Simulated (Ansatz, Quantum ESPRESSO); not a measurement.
# Complex bands of MgO, rock salt type, lattice constant set to 4.029 Å, part 3 of 4

Aim: how fast states decay in the gap of MgO, rock salt type, lattice constant set to 4.029 Å.

Quantum ESPRESSO 7.5; plane-wave DFT, LDA, GBRV ultrasoft pseudopotentials; cross-check by Ansatz 0.2.0 with PAW datasets.

So far. Step 2 (Self-consistent run): The run needed 9 iterations to bring the estimated error under 1e-09 Ry.

**4. Complex band structure, with epsproj = 0.001**

Level of this step: complex band structure by pwcond; plane-wave DFT, LDA, GBRV ultrasoft pseudopotentials (Quantum ESPRESSO).

A sensitivity test on the input.

Input file cbs.w.in:

```
&inputcond
  outdir = './out'
  prefixl = 'scf'
  band_file = 'cbs.w'
  ikind = 0
  ewind = 4.0
  epsproj = 0.001
  nz1 = 7
  energy0 = 7.44
  denergy = -0.24
/
4
  0.00000000 0.00000000 1.00000000
  0.50000000 0.00000000 1.00000000
  0.50000000 0.50000000 1.00000000
  0.25000000 0.00000000 1.00000000
40
```

The run is started by

```sh
$ OMP_NUM_THREADS=1 mpirun -n 2 pwcond.x -in cbs.w.in > cbs.w.out
```

The log of the run:

```text
[banner, memory and clock lines left out]
Program PWCOND v.7.5 starts
[citation notice left out]

[...]
./out/scf.save/

     IMPORTANT: XC functional enforced from input :
     Exchange-correlation= PZ
                           (   1   1   0   0   0   0   0)
     Any further DFT definition will be discarded
     Please, verify this is what you really want

     Check: negative core charge=   -0.000004
     Reading collected, re-writing distributed wavefunctions

===== INPUT FILE containing the left lead =====

     GEOMETRY:

     lattice parameter (alat)  =       5.3837  a.u.
     the volume                =     220.6777 (a.u.)^3
     the cross section         =      28.9843 (a.u.)^2
     l of the unit cell        =       1.4142 (alat)
     number of atoms/cell      =            4
     number of atomic types    =            2

     crystal axes: (cart. coord. in units of alat)
               a(1) = (  1.0000  0.0000  0.0000 )
               a(2) = (  0.0000  1.0000  0.0000 )
               a(3) = (  0.0000  0.0000  1.4142 )

   Cartesian axes

     site n.     atom                  positions (alat units)
          1        Mg     tau(  1)=(  0.0000  0.0000  1.4142  )
          2        O      tau(  2)=(  0.5000  0.5000  1.4142  )
          3        Mg     tau(  3)=(  0.5000  0.5000  0.7071  )
          4        O      tau(  4)=(  0.0000  0.0000  0.7071  )

     nr1s                      =           24
     nr2s                      =           24
     nr3s                      =           32
     nr1sx                     =           24
     nr2sx                     =           24
     nr3sx                     =           32
     nr1                       =           25
     nr2                       =           25
     nr3                       =           36
     nr1x                      =           25
     nr2x                      =           25
     nr3x                      =           36

 _______________________________
  Radii of nonlocal spheres:

     type       ibeta     ang. mom.          radius (alat units)
       Mg         1         0                    0.2813
       Mg         2         0                    0.2813
       Mg         3         0                    0.2813
       Mg         4         1                    0.2813
       Mg         5         1                    0.2813
       Mg         6         2                    0.2813
       Mg         7         2                    0.2813
       O          1         0                    0.2327
       O          2         0                    0.2327
       O          3         1                    0.2327
       O          4         1                    0.2327
       O          5         2                    0.2327
----- General information -----

----- Complex band structure calculation -----

     nrx                       =           24
     nry                       =           24
     nz1                       =            7

     energy0               =         7.4E+00
     denergy               =        -2.4E-01
     nenergy               =         40
     ecut2d                =         4.0E+01
     ewind                 =         4.0E+00
     epsproj               =         1.0E-03

     number of k_|| points=    4
                       cryst. coord.
        k(    1) = (   0.0000000   0.0000000), wk =   0.2500000
        k(    2) = (   0.5000000   0.0000000), wk =   0.2500000
        k(    3) = (   0.5000000   0.5000000), wk =   0.2500000
        k(    4) = (   0.2500000   0.0000000), wk =   0.2500000
----- Information about left lead -----

     nocros                   =           32
     noins                    =           32
     norb                     =           96
     norbf                    =           96
     nrz                      =           32

      iorb      type   ibeta   ang. mom.   m       position (alat)
        1        1       1        0        1   taunew(   1)=(  0.0000  0.0000  0.0000)
        2        1       2        0        1   taunew(   2)=(  0.0000  0.0000  0.0000)
[...]
96        2       5        2        5   taunew(  96)=(  0.5000  0.5000  1.4142)
 ngper, shell number =           97          16
 ngper, n2d =           97          31
---  E-Ef =    7.4400000  k =    0.0000000   0.0000000
---  ie =          1  ik =          1
 Nchannels of the left tip =            1
 Right moving states:
   k1(2pi/a)   k2(2pi/a)   E-Ef (eV)
   0.2689046   0.0000000   7.4400000
 Left moving states:
   k1(2pi/a)   k2(2pi/a)   E-Ef (eV)
  -0.2689048   0.0000000   7.4400000

---  E-Ef =    7.2000000  k =    0.0000000   0.0000000
---  ie =          2  ik =          1
 Nchannels of the left tip =            1
 Right moving states:
   k1(2pi/a)   k2(2pi/a)   E-Ef (eV)
   0.2387938   0.0000000   7.2000000
 Left moving states:
   k1(2pi/a)   k2(2pi/a)   E-Ef (eV)
  -0.2387940   0.0000000   7.2000000
[... further energies and points left out ...]
---  E-Ef =   -1.6800000  k =    0.2500000   0.0000000
---  ie =         39  ik =          4
 Nchannels of the left tip =            1
 Right moving states:
   k1(2pi/a)   k2(2pi/a)   E-Ef (eV)
   0.3601695  -0.0000000  -1.6800000
 Left moving states:
   k1(2pi/a)   k2(2pi/a)   E-Ef (eV)
  -0.3601695  -0.0000000  -1.6800000

---  E-Ef =   -1.9200000  k =    0.2500000   0.0000000
---  ie =         40  ik =          4
 Nchannels of the left tip =            1
 Right moving states:
   k1(2pi/a)   k2(2pi/a)   E-Ef (eV)
   0.3126512  -0.0000000  -1.9200000
 Left moving states:
   k1(2pi/a)   k2(2pi/a)   E-Ef (eV)
  -0.3126512  -0.0000000  -1.9200000

[...]
```

The job ended after 17 s (2 MPI ranks of Intel Xeon at 2.60GHz (Ice Lake), shared host; peak memory 0.12 GiB).

The changed values were drawn from a wide range, not chosen for quality; the comparison shows what they did here together.

Beside the run it was changed from:

```csv
quantity,this run,unchanged run,difference
peak of the smallest κ at the zone centre (Å⁻¹),0.396,0.396,0
wall time (s),17,31,
```

The physical values in this table stay within 0.05 %.

**5. Complex band structure, with ewind, epsproj = [0.1, 0.1]**

Another try, with an input changed as a hurried user might.

Input file cbs.bad.in:

```
&inputcond
  outdir = './out'
  prefixl = 'scf'
  band_file = 'cbs.bad'
  ikind = 0
  ewind = 0.1
  epsproj = 0.1
  nz1 = 7
  energy0 = 7.44
  denergy = -0.24
/
4
  0.00000000 0.00000000 1.00000000
  0.50000000 0.00000000 1.00000000
  0.50000000 0.50000000 1.00000000
  0.25000000 0.00000000 1.00000000
40
```

The run is started by

```sh
$ OMP_NUM_THREADS=1 mpirun -n 2 pwcond.x -in cbs.bad.in > cbs.bad.out
```

The log of the run:

```text
[banner, memory and clock lines left out]
Program PWCOND v.7.5 starts
[citation notice left out]

[...]
./out/scf.save/

     IMPORTANT: XC functional enforced from input :
     Exchange-correlation= PZ
                           (   1   1   0   0   0   0   0)
     Any further DFT definition will be discarded
     Please, verify this is what you really want

     Check: negative core charge=   -0.000004
     Reading collected, re-writing distributed wavefunctions

===== INPUT FILE containing the left lead =====

     GEOMETRY:

     lattice parameter (alat)  =       5.3837  a.u.
     the volume                =     220.6777 (a.u.)^3
     the cross section         =      28.9843 (a.u.)^2
     l of the unit cell        =       1.4142 (alat)
     number of atoms/cell      =            4
     number of atomic types    =            2

     crystal axes: (cart. coord. in units of alat)
               a(1) = (  1.0000  0.0000  0.0000 )
               a(2) = (  0.0000  1.0000  0.0000 )
               a(3) = (  0.0000  0.0000  1.4142 )

   Cartesian axes

     site n.     atom                  positions (alat units)
          1        Mg     tau(  1)=(  0.0000  0.0000  1.4142  )
          2        O      tau(  2)=(  0.5000  0.5000  1.4142  )
          3        Mg     tau(  3)=(  0.5000  0.5000  0.7071  )
          4        O      tau(  4)=(  0.0000  0.0000  0.7071  )

     nr1s                      =           24
     nr2s                      =           24
     nr3s                      =           32
     nr1sx                     =           24
     nr2sx                     =           24
     nr3sx                     =           32
     nr1                       =           25
     nr2                       =           25
     nr3                       =           36
     nr1x                      =           25
     nr2x                      =           25
     nr3x                      =           36

 _______________________________
  Radii of nonlocal spheres:

     type       ibeta     ang. mom.          radius (alat units)
       Mg         1         0                    0.2813
       Mg         2         0                    0.2813
       Mg         3         0                    0.2813
       Mg         4         1                    0.2813
       Mg         5         1                    0.2813
       Mg         6         2                    0.2813
       Mg         7         2                    0.2813
       O          1         0                    0.2327
       O          2         0                    0.2327
       O          3         1                    0.2327
       O          4         1                    0.2327
       O          5         2                    0.2327
----- General information -----

----- Complex band structure calculation -----

     nrx                       =           24
     nry                       =           24
     nz1                       =            7

     energy0               =         7.4E+00
     denergy               =        -2.4E-01
     nenergy               =         40
     ecut2d                =         4.0E+01
     ewind                 =         1.0E-01
     epsproj               =         1.0E-01

     number of k_|| points=    4
                       cryst. coord.
        k(    1) = (   0.0000000   0.0000000), wk =   0.2500000
        k(    2) = (   0.5000000   0.0000000), wk =   0.2500000
        k(    3) = (   0.5000000   0.5000000), wk =   0.2500000
        k(    4) = (   0.2500000   0.0000000), wk =   0.2500000
----- Information about left lead -----

     nocros                   =           32
     noins                    =           32
     norb                     =           96
     norbf                    =           96
     nrz                      =           32

      iorb      type   ibeta   ang. mom.   m       position (alat)
        1        1       1        0        1   taunew(   1)=(  0.0000  0.0000  0.0000)
        2        1       2        0        1   taunew(   2)=(  0.0000  0.0000  0.0000)
[...]
96        2       5        2        5   taunew(  96)=(  0.5000  0.5000  1.4142)
 ngper, shell number =           97          16
 ngper, n2d =           97          11
---  E-Ef =    7.4400000  k =    0.0000000   0.0000000
---  ie =          1  ik =          1
 Nchannels of the left tip =            1
 Right moving states:
   k1(2pi/a)   k2(2pi/a)   E-Ef (eV)
   0.0527936   0.0000000   7.4400000
 Left moving states:
   k1(2pi/a)   k2(2pi/a)   E-Ef (eV)
  -0.0527936   0.0000000   7.4400000

---  E-Ef =    7.2000000  k =    0.0000000   0.0000000
---  ie =          2  ik =          1
 Nchannels of the left tip =            0
 Right moving states:
   k1(2pi/a)   k2(2pi/a)   E-Ef (eV)
 Left moving states:
   k1(2pi/a)   k2(2pi/a)   E-Ef (eV)
[... further energies and points left out ...]
---  E-Ef =   -1.6800000  k =    0.2500000   0.0000000
---  ie =         39  ik =          4
 Nchannels of the left tip =            2
 Right moving states:
   k1(2pi/a)   k2(2pi/a)   E-Ef (eV)
  -0.0921774   0.0000000  -1.6800000
   0.1975015  -0.0000000  -1.6800000
 Left moving states:
   k1(2pi/a)   k2(2pi/a)   E-Ef (eV)
   0.0921774   0.0000000  -1.6800000
  -0.1975014  -0.0000000  -1.6800000

---  E-Ef =   -1.9200000  k =    0.2500000   0.0000000
---  ie =         40  ik =          4
 Nchannels of the left tip =            0
 Right moving states:
   k1(2pi/a)   k2(2pi/a)   E-Ef (eV)
 Left moving states:
   k1(2pi/a)   k2(2pi/a)   E-Ef (eV)

[...]
```

It took 9.3 s on 2 MPI ranks; peak memory 0.12 GiB; 18 s of CPU time.

The run finished, but its numbers are not taken as the system's. The fault: a window of plane waves far too small, with a loose projection threshold.

[end of part 3 of 4]

[Logs are printed without paths, hosts, clocks, repeated set-up lines and the standing remarks that a program may print on its own settings, such as how far it seeks lower states.]

[Hosts, paths, dates, database ids (printed as entryN), source tags and the programs' standing remarks are cut or masked in the printed files.]

[Maps of the electrostatic potential energy from Ansatz leave out the sawtooth potential of an applied field or a dipole correction, so their vacuum need not be flat; planar profiles and work functions include it.]
